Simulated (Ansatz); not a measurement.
# Memory against size: C(111) slab, H on the bottom face (176 atoms) repeated, support functions

The cell holds 176 atoms: 160 C and 16 H. Cell: a = 10.089 Å, b = 10.089 Å, c = 19.842 Å, α = 90.0°, β = 90.0°, γ = 120.0°. It derives from C (diamond-structure). Diamond-structure C (a = 3.567 Å), (111) slab of 10 atomic planes, 4 x 4 surface cells, H on the broken bonds of the bottom face, 10 Å of vacuum; displaced by a Gaussian of 0.02 Å. Regions: slab, 160 atoms (160 C); hydrogen, 16 atoms (16 H). Vacuum lies along c.

Calculated with Ansatz 0.2.0: Kohn-Sham DFT, PBE+D3(BJ), PAW (set soft_2), localised support functions (medium); the typed cell is repeated and solved at Γ on 1 × NVIDIA H100 80GB HBM3 with 5 threads of AMD EPYC 7R13 (Zen 3), shared host.

| atoms | memory planned on the GPU (GiB) | repeats | SCF cycles |
| --- | --- | --- | --- |
| 176 | 4.2 | 1×1×1 | 26 |
| 704 | ? | ? | ? |
| 1584 | 25.5 | 3×3×1 | 53 |
| 2816 | 44.7 | 4×4×1 | 37 |

**Question.** Fit a power law of the atom count to the rows given and interpolate to the withheld row.

Worked fit:

A power law y = A x^b is a line in u = ln x and v = ln y.

```
u = ln x  v = ln y
 5.17048   1.43508
 7.36771   3.23868
 7.94307   3.79997
```

With n = 3: mean u = 6.82709, mean v = 2.82458, Σ(u − ū)² = 4.2820, Σ(u − ū)(v − v̄) = 3.6142. Slope b = 3.6142 / 4.2820 = 0.84405; intercept a = v̄ − b ū = -2.9378.

At the withheld row u = 6.557, v = a + b u = 2.596, and y = exp(v).

Prediction at 704: 13.42 GiB. The run gave 12.1 GiB, so the fit is high by 1.3 GiB (11 % of the value).

The fitted exponent is 0.84. Between neighbouring rows, the withheld one included, the exponents are 0.76, 0.92 and 0.98. Among the rows given, the largest relative miss of the fit is at 1584, by 1.1 GiB (4.3 %).

Limits: One run a row. Whether the card's size bounds the plan at the largest cells wasn't tested.

[Logs are printed without paths, hosts, clocks, repeated set-up lines and the standing remarks that a program may print on its own settings, such as how far it seeks lower states.]

[Hosts, paths, dates, database ids (printed as entryN), source tags and the programs' standing remarks are cut or masked in the printed files.]
